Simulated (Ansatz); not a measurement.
## Li on Ni(100): change of the work function

How does Li on the hollow site change the work function of Ni(100) as the layer fills?

Program: Ansatz 0.2.0. Level of theory: plane-wave DFT, PBE, Ansatz PAW. Results are calculated unless marked as measured.

### 1. Starting point

The cell holds 4 atoms: 4 Ni. Cell: a = 2.489 Å, b = 2.489 Å, c = 23.280 Å, α = 90.0°, β = 90.0°, γ = 90.0°. Vacuum lies along c.

### 2. The clean slab

The bare slab comes first, as the zero from which every change is counted. The two lowest layers are held at bulk places and the upper ones relax. The dipole correction removes the false field that a one-sided slab makes across the periodic vacuum, so each face gets a flat vacuum level of its own.

Contents of input.yaml:

```yaml
crystal:
  lattice:
    - [2.4890158698, 0.0, 0.0]
    - [0.0, 2.4890158698, 0.0]
    - [0.0, 0.0, 23.28]
  atoms:
    - { symbol: Ni, position: [0.5, 0.5, 0.3865979381], spin: 0.7 }
    - { symbol: Ni, position: [0.0, 0.0, 0.4621993127], spin: 0.7 }
    - { symbol: Ni, position: [0.5, 0.5, 0.5378006873], spin: 0.7 }
    - { symbol: Ni, position: [0.0, 0.0, 0.6134020619], spin: 0.7 }
magnetization:
  spin_polarized: true
kpoints:
  mp_grid: { grid: [12, 12, 1] }
hamiltonian:
  xc: pbe
scf:
  occupations: { method: fermi_dirac, width: 0.1 }
  convergence: { dr2_threshold: 1.0e-08 }
efield:
  axis: 3
  dipole_correction: true
  ramp_position: 0.97
  ramp_width: 0.06
relax:
  f_tol: 0.02
  max_steps: 60
  constraints: [{ sites: [0, 1] }]
output:
  write_potential: true
  write_density: true
  volumetric_format: npy
```

Command:

```bash
> ansatz run input.yaml --threads 4 --pin off --max-ram 16384MiB --backend cpu --events-out ev --progress --plain --runs-dir out
```

Numbers of over 12 decimals in the logs are rounded to 6 here.

What it wrote:

```text
Engine: ansatz 0.2.0, aarch64-unknown-linux-gnu
Pseudopotentials: kind: paw
Pseudopotential: Ni, paw, valence charge 18, recommended cutoff 420 eV (normal), Ni.paw.azcp
Functional definition: PBE
  parameter kappa = 0.804
  parameter beta = 0.066725
  exchange = pbe_x(kappa = kappa, mu = beta*pi^2/3)
  correlation = pbe_c(beta = beta)
Crystal: 4 atoms, lattice volume = 144.224 Å³
Basis set: ecut = 420 eV, 2797 PW (Γ), exchange–correlation on 36×36×320 points (8 copies of the dense FFT grid, shifted against one another)
Bands: 45, of which v1, the nominal top of the filled ones, is band 36 counted from 1 (35 counted from 0)
Symmetry: 8 space group operations
k-points: 28 of 144
Non-local potential: Ni, projectors of the file, l = 0: 3, l = 1: 2, l = 2: 3, l = 3: 1
PAW form: soft (Blöchl's): semilocal exchange-correlation on the pseudo side does not see the compensation charge
PAW one-centre angular grid: Ni, 590 points (default); XC on 64 Gauss nodes
Initial density: superposition of atomic densities (neutral atoms: chi_scale 0, normalization atom)
Starting moments: Σ|m| = 2.8 μB on 4 of 4 sites
Initial wavefunctions: pseudopotential atomic-orbital guess
Functional: x = pbe(κ = 0.804, μ = 0.219515), c = pbe(β = 0.066725)
SCF iter   1: F=—  HF=-23353.273584 eV  |F-HF|=—  |Δ(HF+E_count)|=         —  Δρ=2.27e-2 (↑1.48e-2 ↓2.27e-2)  dr2=3.71e0  dr2_m=2.44e-1  M=2.982 μB ∫|m|=3.119 μB  β_m=1.00  ethr=3.10e-3  p=-0.000 e·Å  D=-6.64e-14 V/Å  ΔV_dip=0.00 eV  dr2_dipole=1.59e-8  V_vac-E_F(+/−)=7.12/7.12 eV  ⟨swp⟩=12.1  Hψ=13190  notcnv=0  defer=20
Mixer restart at iter 1: flushing history
efield: sawtooth ramp at fractional position 0.9700 (set: `efield.ramp_position`, or a place that a band, a saddle search or an elastic batch's reference lends), width 0.0600; the density the first Hamiltonian is built on has a dipole p = -0.000 e·Å; the dipole correction subtracts the counter field D = -6.64e-14 V/Å, which shifts the + side's vacuum level by +0.00 eV against the − side's; the planar-averaged density in the ramp window peaks in size at 2.1e-5 e/Å³
preconditioner: auto → LDOS  [metal: Δε(μ)=0.011 eV  Ē_g=6.947 eV  σ=0.100 eV  W_gap=0.03  n_scr=18 (ndim 8)  ℏωp=19.6 eV  f_vac=0.627  D(μ)=8.52/eV (n_scr^D=84)]
spin=Collinear: LDOS preconditioning applied to the charge; magnetization (m = ρ↑ − ρ↓) channel mixes plain (no charge-response kernel on spin).
SCF iter   2: F=—  HF=-23353.965802 eV  |F-HF|=—  |Δ(HF+E_count)|=   6.92e-1  Δρ=1.21e-2 (↑1.21e-2 ↓9.33e-3)  dr2=7.32e-1  dr2_m=5.55e-3  M=2.942 μB ∫|m|=3.205 μB  β_m=0.33  ethr=3.10e-3  p=-0.000 e·Å  D=-5.03e-4 V/Å  ΔV_dip=0.01 eV  dr2_dipole=3.44e-4  V_vac-E_F(+/−)=6.25/6.24 eV  ⟨swp⟩=2.6  Hψ=4391  notcnv=0  defer=71
density mixer auto → msr1: a metal under ldos (density of states about μ 3.98 of a free-electron gas's, 18 screened modes)
SCF iter   3: F=—  HF=-23355.551918 eV  |F-HF|=—  |Δ(HF+E_count)|=    1.59e0  Δρ=4.88e-3 (↑4.88e-3 ↓4.71e-3)  dr2=1.34e-1  dr2_m=2.77e-3  M=2.939 μB ∫|m|=3.247 μB  β_m=0.46  ethr=1.02e-3  p=0.000 e·Å  D=3.79e-5 V/Å  ΔV_dip=-0.00 eV  dr2_dipole=3.40e-4  V_vac-E_F(+/−)=5.73/5.73 eV  ⟨swp⟩=3.0  Hψ=4152  notcnv=0  defer=71
SCF iter   4: F=—  HF=-23356.854318 eV  |F-HF|=—  |Δ(HF+E_count)|=         —  Δρ=5.23e-3 (↑4.55e-3 ↓5.23e-3)  dr2=8.94e-2  dr2_m=2.31e-3  M=2.908 μB ∫|m|=3.268 μB  β_m=0.46  ethr=1.86e-4  p=0.000 e·Å  D=3.25e-4 V/Å  ΔV_dip=-0.01 eV  dr2_dipole=2.72e-4  V_vac-E_F(+/−)=5.25/5.26 eV  ⟨swp⟩=3.1  Hψ=4802  notcnv=0  defer=73
SCF iter   5: F=—  HF=-23357.159715 eV  |F-HF|=—  |Δ(HF+E_count)|=   3.05e-1  Δρ=4.07e-3 (↑1.37e-3 ↓4.07e-3)  dr2=2.79e-2  dr2_m=4.11e-3  M=2.834 μB ∫|m|=3.203 μB  β_m=0.73  ethr=1.24e-4  p=0.000 e·Å  D=4.54e-4 V/Å  ΔV_dip=-0.01 eV  dr2_dipole=8.32e-6  V_vac-E_F(+/−)=5.09/5.10 eV  ⟨swp⟩=2.2  Hψ=4058  notcnv=0  defer=82
SCF iter   6: F=—  HF=-23357.242206 eV  |F-HF|=—  |Δ(HF+E_count)|=   8.25e-2  Δρ=3.24e-3 (↑1.11e-3 ↓3.24e-3)  dr2=1.63e-2  dr2_m=1.92e-3  M=2.757 μB ∫|m|=3.129 μB  β_m=0.87  ethr=3.88e-5  p=0.000 e·Å  D=5.28e-6 V/Å  ΔV_dip=-0.00 eV  dr2_dipole=5.76e-6  V_vac-E_F(+/−)=4.96/4.96 eV  ⟨swp⟩=2.1  Hψ=4145  notcnv=0  defer=90
SCF iter   7: F=—  HF=-23357.242451 eV  |F-HF|=—  |Δ(HF+E_count)|=   2.45e-4  Δρ=1.82e-3 (↑1.56e-3 ↓1.82e-3)  dr2=9.87e-3  dr2_m=8.37e-5  M=2.755 μB ∫|m|=3.127 μB  β_m=0.66  ethr=2.26e-5  p=0.000 e·Å  D=3.27e-4 V/Å  ΔV_dip=-0.01 eV  dr2_dipole=7.54e-5  V_vac-E_F(+/−)=4.88/4.89 eV  ⟨swp⟩=2.4  Hψ=4725  notcnv=0  defer=98
SCF iter   8: F=—  HF=-23357.240247 eV  |F-HF|=—  |Δ(HF+E_count)|=   2.20e-3  Δρ=2.55e-4 (↑1.49e-4 ↓2.55e-4)  dr2=1.70e-4  dr2_m=2.56e-5  M=2.755 μB ∫|m|=3.126 μB  β_m=0.74  ethr=1.37e-5  p=-0.000 e·Å  D=-1.23e-5 V/Å  ΔV_dip=0.00 eV  dr2_dipole=2.02e-6  V_vac-E_F(+/−)=4.91/4.91 eV  ⟨swp⟩=2.0  Hψ=3863  notcnv=0  defer=95
SCF iter   9: F=—  HF=-23357.240285 eV  |F-HF|=—  |Δ(HF+E_count)|=   3.76e-5  Δρ=2.28e-4 (↑1.75e-4 ↓2.28e-4)  dr2=8.95e-5  dr2_m=2.42e-5  M=2.752 μB ∫|m|=3.123 μB  β_m=0.72  ethr=2.35e-7  p=0.000 e·Å  D=1.30e-4 V/Å  ΔV_dip=-0.00 eV  dr2_dipole=5.69e-6  V_vac-E_F(+/−)=4.89/4.89 eV  ⟨swp⟩=3.1  Hψ=5271  notcnv=0  defer=95
SCF iter  10: F=—  HF=-23357.240274 eV  |F-HF|=—  |Δ(HF+E_count)|=   1.09e-5  Δρ=1.36e-4 (↑1.03e-4 ↓1.36e-4)  dr2=4.25e-5  dr2_m=4.06e-6  M=2.751 μB ∫|m|=3.123 μB  β_m=0.67  ethr=1.24e-7  p=-0.000 e·Å  D=-5.54e-5 V/Å  ΔV_dip=0.00 eV  dr2_dipole=1.87e-7  V_vac-E_F(+/−)=4.88/4.88 eV  ⟨swp⟩=2.4  Hψ=4528  notcnv=0  defer=95
SCF iter  11: F=—  HF=-23357.240265 eV  |F-HF|=—  |Δ(HF+E_count)|=   9.06e-6  Δρ=4.36e-5 (↑3.22e-5 ↓4.36e-5)  dr2=6.02e-6  dr2_m=2.16e-7  M=2.751 μB ∫|m|=3.123 μB  β_m=0.74  ethr=5.90e-8  p=-0.000 e·Å  D=-1.22e-5 V/Å  ΔV_dip=0.00 eV  dr2_dipole=2.13e-7  V_vac-E_F(+/−)=4.88/4.88 eV  ⟨swp⟩=2.1  Hψ=3389  notcnv=0  defer=95
SCF iter  12: F=—  HF=-23357.240265 eV  |F-HF|=—  |Δ(HF+E_count)|=   8.11e-7  Δρ=7.83e-6 (↑5.13e-6 ↓7.83e-6)  dr2=2.13e-7  dr2_m=3.28e-8  M=2.751 μB ∫|m|=3.123 μB  β_m=0.71  ethr=8.36e-9  p=-0.000 e·Å  D=-6.07e-7 V/Å  ΔV_dip=0.00 eV  dr2_dipole=4.93e-9  V_vac-E_F(+/−)=4.88/4.88 eV  ⟨swp⟩=2.5  Hψ=4576  notcnv=0  defer=95
SCF iter  13: F=—  HF=-23357.240266 eV  |F-HF|=—  |Δ(HF+E_count)|=   2.53e-7  Δρ=4.72e-6 (↑3.25e-6 ↓4.72e-6)  dr2=1.06e-8  dr2_m=1.72e-8  M=2.751 μB ∫|m|=3.123 μB  β_m=0.85  ethr=2.96e-10  p=-0.000 e·Å  D=-1.92e-7 V/Å  ΔV_dip=0.00 eV  dr2_dipole=6.69e-11  V_vac-E_F(+/−)=4.88/4.88 eV  ⟨swp⟩=2.6  Hψ=4081  notcnv=0  defer=95
[...]
spin=Collinear: LDOS preconditioning applied to the charge; magnetization (m = ρ↑ − ρ↓) channel mixes plain (no charge-response kernel on spin).
SCF iter   2: F=—  HF=-23357.251606 eV  |F-HF|=—  |Δ(HF+E_count)|=   2.08e-3  Δρ=4.93e-4 (↑4.93e-4 ↓4.31e-4)  dr2=2.42e-3  dr2_m=1.26e-5  M=2.753 μB ∫|m|=3.125 μB  β_m=0.33  ethr=1.74e-5  p=0.001 e·Å  D=8.92e-4 V/Å  ΔV_dip=-0.02 eV  dr2_dipole=6.01e-4  V_vac-E_F(+/−)=4.85/4.87 eV  ⟨swp⟩=2.0  Hψ=4020  notcnv=0  defer=97
density mixer auto → msr1: a metal under ldos (density of states about μ 3.61 of a free-electron gas's, 18 screened modes)
SCF iter   3: F=—  HF=-23357.251435 eV  |F-HF|=—  |Δ(HF+E_count)|=   1.70e-4  Δρ=4.88e-4 (↑4.88e-4 ↓2.49e-4)  dr2=7.45e-4  dr2_m=9.23e-5  M=2.753 μB ∫|m|=3.125 μB  β_m=0.45  ethr=3.36e-6  p=0.001 e·Å  D=1.05e-3 V/Å  ΔV_dip=-0.02 eV  dr2_dipole=1.32e-4  V_vac-E_F(+/−)=4.85/4.87 eV  ⟨swp⟩=1.7  Hψ=2899  notcnv=0  defer=97
SCF iter   4: F=—  HF=-23357.251505 eV  |F-HF|=—  |Δ(HF+E_count)|=   7.03e-5  Δρ=2.40e-4 (↑2.32e-4 ↓2.40e-4)  dr2=9.17e-5  dr2_m=6.34e-5  M=2.751 μB ∫|m|=3.123 μB  β_m=0.53  ethr=1.03e-6  p=0.000 e·Å  D=5.67e-4 V/Å  ΔV_dip=-0.01 eV  dr2_dipole=1.16e-5  V_vac-E_F(+/−)=4.86/4.88 eV  ⟨swp⟩=1.7  Hψ=3009  notcnv=0  defer=97
SCF iter   5: F=—  HF=-23357.251553 eV  |F-HF|=—  |Δ(HF+E_count)|=   4.73e-5  Δρ=1.13e-4 (↑1.13e-4 ↓1.13e-4)  dr2=1.01e-5  dr2_m=1.59e-5  M=2.750 μB ∫|m|=3.121 μB  β_m=0.77  ethr=1.27e-7  p=0.000 e·Å  D=2.75e-4 V/Å  ΔV_dip=-0.01 eV  dr2_dipole=3.83e-6  V_vac-E_F(+/−)=4.88/4.88 eV  ⟨swp⟩=2.0  Hψ=4028  notcnv=0  defer=97
SCF iter   6: F=—  HF=-23357.251569 eV  |F-HF|=—  |Δ(HF+E_count)|=   1.68e-5  Δρ=7.85e-5 (↑5.67e-5 ↓7.85e-5)  dr2=3.06e-5  dr2_m=6.48e-7  M=2.749 μB ∫|m|=3.121 μB  β_m=0.66  ethr=1.40e-8  p=0.000 e·Å  D=1.79e-5 V/Å  ΔV_dip=-0.00 eV  dr2_dipole=5.26e-6  V_vac-E_F(+/−)=4.88/4.88 eV  ⟨swp⟩=2.9  Hψ=5168  notcnv=0  defer=97
SCF iter   7: F=—  HF=-23357.251567 eV  |F-HF|=—  |Δ(HF+E_count)|=   2.72e-6  Δρ=2.43e-5 (↑2.43e-5 ↓2.06e-5)  dr2=3.46e-6  dr2_m=1.90e-7  M=2.749 μB ∫|m|=3.120 μB  β_m=0.58  ethr=1.40e-8  p=0.000 e·Å  D=3.63e-5 V/Å  ΔV_dip=-0.00 eV  dr2_dipole=8.58e-7  V_vac-E_F(+/−)=4.88/4.88 eV  ⟨swp⟩=2.1  Hψ=4407  notcnv=0  defer=97
SCF iter   8: F=—  HF=-23357.251567 eV  |F-HF|=—  |Δ(HF+E_count)|=   1.71e-7  Δρ=1.64e-5 (↑7.45e-6 ↓1.64e-5)  dr2=4.31e-7  dr2_m=7.83e-8  M=2.749 μB ∫|m|=3.120 μB  β_m=0.56  ethr=4.80e-9  p=0.000 e·Å  D=4.07e-5 V/Å  ΔV_dip=-0.00 eV  dr2_dipole=1.86e-8  V_vac-E_F(+/−)=4.88/4.88 eV  ⟨swp⟩=2.3  Hψ=3810  notcnv=0  defer=97
SCF iter   9: F=—  HF=-23357.251567 eV  |F-HF|=—  |Δ(HF+E_count)|=   2.09e-7  Δρ=6.24e-6 (↑6.24e-6 ↓6.00e-6)  dr2=8.28e-8  dr2_m=2.06e-8  M=2.748 μB ∫|m|=3.120 μB  β_m=0.54  ethr=5.99e-10  p=0.000 e·Å  D=3.78e-5 V/Å  ΔV_dip=-0.00 eV  dr2_dipole=2.72e-9  V_vac-E_F(+/−)=4.88/4.88 eV  ⟨swp⟩=2.8  Hψ=4699  notcnv=0  defer=97
SCF iter  10: F=—  HF=-23357.251567 eV  |F-HF|=—  |Δ(HF+E_count)|=   6.34e-9  Δρ=4.09e-6 (↑1.47e-6 ↓4.09e-6)  dr2=1.12e-8  dr2_m=8.04e-9  M=2.748 μB ∫|m|=3.120 μB  β_m=0.58  ethr=1.15e-10  p=0.000 e·Å  D=4.37e-5 V/Å  ΔV_dip=-0.00 eV  dr2_dipole=1.51e-10  V_vac-E_F(+/−)=4.88/4.88 eV  ⟨swp⟩=2.6  Hψ=4378  notcnv=0  defer=97
SCF iter  11: F=—  HF=-23357.251567 eV  |F-HF|=—  |Δ(HF+E_count)|=   2.99e-8  Δρ=1.39e-6 (↑1.36e-6 ↓1.39e-6)  dr2=4.68e-9  dr2_m=1.47e-9  M=2.748 μB ∫|m|=3.120 μB  β_m=0.55  ethr=1.56e-11  p=0.000 e·Å  D=4.29e-5 V/Å  ΔV_dip=-0.00 eV  dr2_dipole=9.23e-10  V_vac-E_F(+/−)=4.88/4.88 eV  ⟨swp⟩=2.4  Hψ=4299  notcnv=0  defer=97
SCF iter  12: F=-23357.251567 eV  HF=-23357.251567 eV  |F-HF|=5.46e-10  |Δ(HF+E_count)|=  4.22e-10  Δρ=7.51e-7 (↑2.52e-7 ↓7.51e-7)  dr2=3.17e-9  dr2_m=1.71e-10  M=2.748 μB ∫|m|=3.120 μB  ethr=6.50e-12  p=0.000 e·Å  D=4.46e-5 V/Å  ΔV_dip=-0.00 eV  dr2_dipole=5.60e-10  V_vac-E_F(+/−)=4.88/4.88 eV  ⟨swp⟩=6.8  Hψ=16903  notcnv=0
SCF 3 converged in 12 iterations: F = -23357.251567 eV  dr2 = 3.17e-9
  greatest PAW one-centre occupation: 1.001 electrons in one spin orbital (limit 2), on the Ni atom at site 3 (counted from 0), in its partial waves of l = 1
relax step   3: F+E_penalty+E_count = -23357.25156682 eV  Δ(F+E_penalty+E_count) = -4.782e-3 eV  max|allowed force component| = 1.641e-2 eV/Å  Δτ_max = 0.0268 Å  (12 SCF iters, accepted)
NSCF: frozen V_eff on 28 k-points
the band table was solved once a step of the walk had ended and its energy, with any forces and stress, was formed, with the checks that follow a solve (14613 applications of the Hamiltonian). They found nothing against the state; the energy, forces and stress were not computed again (output.eigenvalues in the input reference)
WARN: The output density's exchange-correlation potential varies sharply where the density is thin. Do not read a vacuum level from v_tot or v_xc, or from such a field of the output density. On a cell that repeats whose density bears no net charge and no dipole along the vacuum's axis use v_es (v_loc + v_h of the components); under efield.dipole_correction with no amplitude use v_es + v_field, which holds any externa [...]
SCF converged after 12 iterations
Magnetization: 2.7484 μB (37.3742 up, 34.6258 down)
Absolute magnetization: 3.1226 μB (∫|ρ↑−ρ↓|, with the PAW one-centre terms)
Spin contamination: 0.0390 ħ² per cell (⟨S²⟩ above its minimum at these occupations)
Per-site moments (μB) at R_I (Å): [(0.762882, 1.026719), (0.693008, 1.026719), (0.696430, 1.007501), (0.757957, 1.007501)]
Free energy (F): -23357.251567 eV
Harris-Foulkes:  -23357.251567 eV  (|F-HF|=5.46e-10)
Internal energy: -23357.011351 eV  (E = F + TS)
E sigma→0 (E₀):  -23357.131459 eV
Entropy (-TS):   -0.240216 eV (-60.054 meV/atom)
Fermi energy:    2.140071 eV
Dipole field:    D = 0.000007 V/Å  (p = 0.000006 e·Å, saw-weighted, corrected)
Work function:   Φ+ = 4.8828 eV   Φ− = 4.8830 eV
Levels:          The Fermi level and band energies are counted from a zero that moves with the ramp; work functions are not
--- Per-component energies (eV) ---
  E_band       = -2276.906321
  E_kinetic    = 1125.839521
  E_local      = -160320.726058  (includes V_loc(G=0)·N_el)
  E_nonlocal   = 2550.732742
  E_hartree    = 78456.156364
  E_xc         = -335.347096
  E_vxc        = -432.080370  (∫ρ·V_xc dr)
  E_paw        = -6525.524441  (= ΣΔE_a)
  E_vpaw       = -2112.983663  (= ΣTr[D̂ρ^β])
  E_aug_tail   = 0.002110  (compensation charges beyond the density's cutoff)
  E_efield     = 0.000000  (sawtooth field / dipole correction)
  E_vefield    = 0.000003  (∫n·V_field dr)
  E_ewald      = 61691.855507
  E_smearing   = -0.240216  (= −TS)
  E_closure    = 0.000000  (closes the sum)
  Σ components = -23357.251567   (vs F -23357.251567, Δ=0.00e0)
--- Forces (eV/Å), atoms counted from 1 ---
  atom   1  Ni    -0.00000000     0.00000000     0.33191270
  atom   2  Ni    -0.00000000     0.00000000    -0.32933477
  atom   3  Ni    -0.00000000     0.00000000    -0.01641471
  atom   4  Ni     0.00000000     0.00000000     0.01384867
  max |Σ_I F_I| component: 1.19e-5 eV/Å
--- Band table (eV; the first three rows and the last of 56) ---
  k-point 0 ↑: bands = [... 32 lower, 1.1728, 1.2119, 1.2119, 1.4613, 1.5649, 1.5845, 1.5845, 2.2601, ... 5 higher]
  k-point 1 ↑: bands = [... 32 lower, 0.9720, 1.0134, 1.3137, 1.3535, 1.3948, 1.5289, 1.6083, 2.6289, ... 5 higher]
  k-point 2 ↑: bands = [... 32 lower, 0.8601, 0.8667, 1.2735, 1.3092, 1.4367, 1.5181, 1.6057, 3.3597, ... 5 higher]
  k-point 27 ↓: bands = [... 32 lower, 2.4956, 2.5557, 2.7827, 2.8183, 5.6265, 5.6265, 8.0826, 8.0826, ... 5 higher]
--- Relaxed structure (3 steps of the walk, 3 accepted, 0 SCFs on fresh bases) ---
  F+E_penalty+E_count = -23357.25156682 eV   max|allowed force component| = 1.641e-2 eV/Å
  atoms:
    - { symbol: Ni, position: [0.5, 0.5, 0.386598] }
    - { symbol: Ni, position: [0.0, 0.0, 0.4621993127] }
    - { symbol: Ni, position: [0.5, 0.5, 0.538752] }
    - { symbol: Ni, position: [0, 0.0, 0.611496] }
```

Elapsed: 49 s, on 4 threads of Arm Neoverse V1, shared host; peak memory 0.6 GiB; 3.2 min of CPU time.

The steps of the relaxation:

```csv
step,energy less that of the first step (eV),largest force component (eV/Å)
1,0.0000,0.3940
2,-0.0065,0.2673
3,-0.0113,0.0164
```

The run keeps the 8 symmetry operations that it works with, so distortions that break them were not tested.

The atoms that moved most (Å):

```csv
atom,dx,dy,dz,length
Ni4,0.000,0.000,-0.044,0.044
Ni3,0.000,0.000,0.022,0.022
```

The relaxed structure:

```cif
data_structure
_symmetry_space_group_name_H-M 'P 1'
_symmetry_Int_Tables_number 1
_cell_length_a 2.4890
_cell_length_b 2.4890
_cell_length_c 23.2800
_cell_angle_alpha 90.000
_cell_angle_beta 90.000
_cell_angle_gamma 90.000
_cell_volume 144.22
loop_
_atom_site_label
_atom_site_type_symbol
_atom_site_fract_x
_atom_site_fract_y
_atom_site_fract_z
_atom_site_occupancy
Ni1 Ni 0.50000 0.50000 0.38660 1
Ni2 Ni 0.00000 0.00000 0.46220 1
Ni3 Ni 0.50000 0.50000 0.53875 1
Ni4 Ni 0.00000 0.00000 0.61150 1
```

This step gave:

```
energy at zero smearing   : -23357.1315 eV
total moment              : 2.748 μB
site moments              : 0.7629, 0.6930, 0.6964, 0.7580 μB
work function, upper face : 4.883 eV
dipole along the normal   : 5.64e-6 e·Å
```

Running mean over 1.76 Å of the planar mean; the ramp of the sawtooth is left out. The electron's electrostatic potential energy less the Fermi level by z:

```csv
z (Å),electron's electrostatic potential energy less the Fermi level (eV)
3,4.88
4,4.88
5,4.88
6,4.84
7,4.38
8,-1.70
9,-9.86
10,-10.3
11,-10.3
12,-10.2
13,-10.9
14,-10.5
15,-4.60
16,3.97
17,4.81
18,4.88
19,4.88
20,4.88
```

Site moment by atom:

```csv
atom,site moment (μB)
Ni1,0.763
Ni2,0.693
Ni3,0.696
Ni4,0.758
```

The relaxation took 3 steps and lowered the energy by 0.011 eV; the largest force on the free atoms ends at 0.016 eV/Å.

The work function of the upper face is 4.88 eV.

(Part 1 of 4 ends here.)

[Logs are printed without paths, hosts, clocks, repeated set-up lines and the standing remarks that a program may print on its own settings, such as how far it seeks lower states.]

[Hosts, paths, dates, database ids (printed as entryN), source tags and the programs' standing remarks are cut or masked in the printed files.]

[Maps of the electrostatic potential energy from Ansatz leave out the sawtooth potential of an applied field or a dipole correction, so their vacuum need not be flat; planar profiles and work functions include it.]
